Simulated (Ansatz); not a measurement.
# The perfect V wire along [111], 10 atoms a period, part 2 of 2

Wanted: the relaxed geometry and the bands of the V wire along [111], 10 atoms a period.

Ansatz 0.2.0; DFT PBE, plane waves, PAW; relaxation of a wire's period; PAW set soft_1 (the session's first sound run).

So far: Set-up; The relaxed wire.

### Step 2. The relaxed wire (continued)

Relaxation path:

```
step  energy less that of the first step (eV)  largest force component (eV/Å)  pressure (GPa)  volume (Å³)
   1                                   0.0000                          1.3058           -4.85       439.12
   2                                  -0.9384                          0.4282            0.50       422.60
   3                                  -1.0144                          0.2077           -0.08       420.70
   4                                  -1.0371                          0.1934           -0.46       416.96
   5                                  -1.0494                          0.0316           -0.06       416.85
   6                                  -1.0501                          0.0173           -0.02       416.46
  7*                                  -1.0433                          0.0174           -0.01       416.46
```

Relaxation steps marked * repeat the geometry before them on a plane-wave basis chosen anew for their cell, so energy and pressure can jump there.

The run keeps the 2 symmetry operations that it works with, so distortions that break them were not tested.

| cell as run | before | after | change |
| --- | --- | --- | --- |
| c (Å) | 2.589 | 2.456 | -5.2 % |

The atoms that moved most (Å, along periodic axes as changes of fractional coordinates times the final cell, across vacuum about the mean position):

```
atom      dx      dy      dz  length
  V6  -0.174  -0.097   0.119   0.232
  V3   0.174   0.097  -0.119   0.232
  V8   0.045   0.115  -0.103   0.161
  V2  -0.045  -0.115   0.103   0.161
  V7   0.126  -0.012  -0.097   0.159
 V10  -0.126   0.012   0.097   0.159
  V4  -0.033   0.059   0.001   0.068
  V5   0.033  -0.059  -0.001   0.068
```

This step gave:

| Property | Result |
| --- | --- |
| energy at zero smearing | -29113.3906 eV |
| cell length along the wire | 2.456 Å |

The cell's length comes to 2.456 Å with spin left out.

### Step 3. The perfect wire

This step: DFT PBE, plane waves, PAW; bands of a perfect wire; PAW set soft_1 (Ansatz 0.2.0).

At the relaxed period the bands are computed along the axis; those that cross an energy going forward count the channels that a perfect wire would open there.

Input file input.yaml:

```yaml
crystal:
  lattice:
    - [13.143, 0.0, 0.0]
    - [0.0, 12.903, 0.0]
    - [0.0, 0.0, 2.4557969963]
  atoms:
    - { symbol: V, position: [0.422072634, 0.454243067, 0.977679743] }
    - { symbol: V, position: [0.576979963, 0.727599956, 0.04208401] }
    - { symbol: V, position: [0.27190558, 0.365636899, 0.284975478] }
    - { symbol: V, position: [0.417039148, 0.646511974, 0.333924033] }
    - { symbol: V, position: [0.582960852, 0.353512202, 0.332742633] }
    - { symbol: V, position: [0.72809442, 0.634387277, 0.381691189] }
    - { symbol: V, position: [0.268253106, 0.546405091, 0.62728523] }
    - { symbol: V, position: [0.423020037, 0.27242422, 0.624582656] }
    - { symbol: V, position: [0.577927366, 0.545781109, 0.688986924] }
    - { symbol: V, position: [0.731746894, 0.453619085, 0.039381436] }
kpoints:
  mp_grid: { grid: [1, 1, 33] }
  band_path: { path: ["Γ", Z], npoints: 90 }
scf:
  occupations: { method: fermi_dirac, width: 0.05 }
hamiltonian:
  xc: pbe
  pseudopotentials: { kind: paw, azcp: { folder: soft_1 } }
output:
  dos: { e_range: [-5, 4] }
  write_potential: true
  write_density: true
  volumetric_format: npy
```

Run with:

```
$ ansatz run input.yaml --threads 4 --pin off --max-ram 16384MiB --backend cpu --events-out ev --progress --plain --runs-dir out
```

Numbers of over 12 decimals in the logs are rounded to 6 here.

The program printed:

```text
[...]
Crystal: 10 atoms, lattice volume = 416.464 Å³
Basis set: ecut = 420 eV, 8041 PW (Γ)
Bands: 78, of which v1, the nominal top of the filled ones, is band 65 counted from 1 (64 counted from 0)
Symmetry: 2 space group operations
[...]
k-points: 17 of 33
[...]
SCF iter   1: F=—  HF=-29131.845882 eV  |F-HF|=—  |Δ(HF+E_count)|=         —  Δρ=7.28e-2  dr2=1.60e2  ethr=3.10e-3  ⟨swp⟩=11.1  Hψ=6440  notcnv=0
[...]
SCF iter  13: F=-29113.451352 eV  HF=-29113.451352 eV  |F-HF|=4.69e-8  |Δ(HF+E_count)|=   3.36e-7  Δρ=3.32e-6  dr2=6.96e-8  ethr=7.69e-11  ⟨swp⟩=17.8  Hψ=5105  notcnv=0
SCF 1 converged in 13 iterations: F = -29113.451352 eV  dr2 = 6.96e-8
[...]
NSCF: frozen V_eff on 91 k-points
WARN: The output density's exchange-correlation potential varies sharply where the density is thin. Do not read a vacuum level from v_tot or v_xc, or from such a field of the output density. On a cell that repeats whose density bears no net charge and no dipole along the vacuum's axis use v_es (v_loc + v_h of the components); under efield.dipole_correction with no amplitude use v_es + v_field, which holds any externa [...]
SCF converged after 13 iterations
Free energy (F): -29113.451352 eV
[...]
Internal energy: -29113.330998 eV  (E = F + TS)
E sigma→0 (E₀):  -29113.391175 eV
Entropy (-TS):   -0.120354 eV (-12.035 meV/atom)
Fermi energy:    2.909914 eV
[...]
--- Band table (eV; the first three rows and the last of 17) ---
  k-point 0: bands = [... 61 lower, 2.3262, 2.3353, 2.4189, 2.4527, 2.6702, 2.7810, 2.9190, 3.2629, ... 9 higher]
  k-point 1: bands = [... 61 lower, 2.3099, 2.3585, 2.4148, 2.4718, 2.6756, 2.7846, 2.9123, 3.2586, ... 9 higher]
  k-point 2: bands = [... 61 lower, 2.2840, 2.3970, 2.4054, 2.5350, 2.6925, 2.7958, 2.8914, 3.2434, ... 9 higher]
  k-point 16: bands = [... 61 lower, 3.1282, 3.2011, 3.3237, 3.3334, 3.6838, 3.7338, 3.7495, 3.7917, ... 9 higher]
```

Run time: 33 s. Hardware: 4 threads of Intel Xeon Platinum 8488C (Sapphire Rapids), shared host; peak memory 1.9 GiB.

Numbers from this step:

```yaml
energy_at_zero_smearing: -29113.3912 eV
band_gap: 0 eV
```

The electronic bands at the labelled points (eV, zero at the Fermi level):

```csv
point,band 63,band 64,band 65,band 66,band 67,band 68,band 69,band 70
Γ,-0.57,-0.49,-0.46,-0.24,-0.13,0.01,0.35,0.37
halfway,-0.23,-0.17,-0.15,-0.05,-0.03,0.14,0.27,0.35
Z,0.29,0.38,0.43,0.78,0.83,0.84,0.89,1.25
```

Between Γ and Z the bands cross the Fermi level 12 times, so a perfect wire would conduct at least 12 G₀, with spin left out.

### Step 4. Summary of results

| Property | Result |
| --- | --- |
| cell length, PBE | 2.456 Å |
| ballistic conductance by band crossings, a lower bound, PBE | 12 G₀ |

**Reading.** Under PBE the cell's length is 2.46 Å, and the bands cross the Fermi level 12 times between Γ and Z, which gives a perfect wire at least 12 G₀ (opposite crossings within one step of the path cancel in such a count). No spin was allowed, though thin wires with open d shells can turn magnetic.

[Logs are printed without paths, hosts, clocks, repeated set-up lines and the standing remarks that a program may print on its own settings, such as how far it seeks lower states.]

[Hosts, paths, dates, database ids (printed as entryN), source tags and the programs' standing remarks are cut or masked in the printed files.]
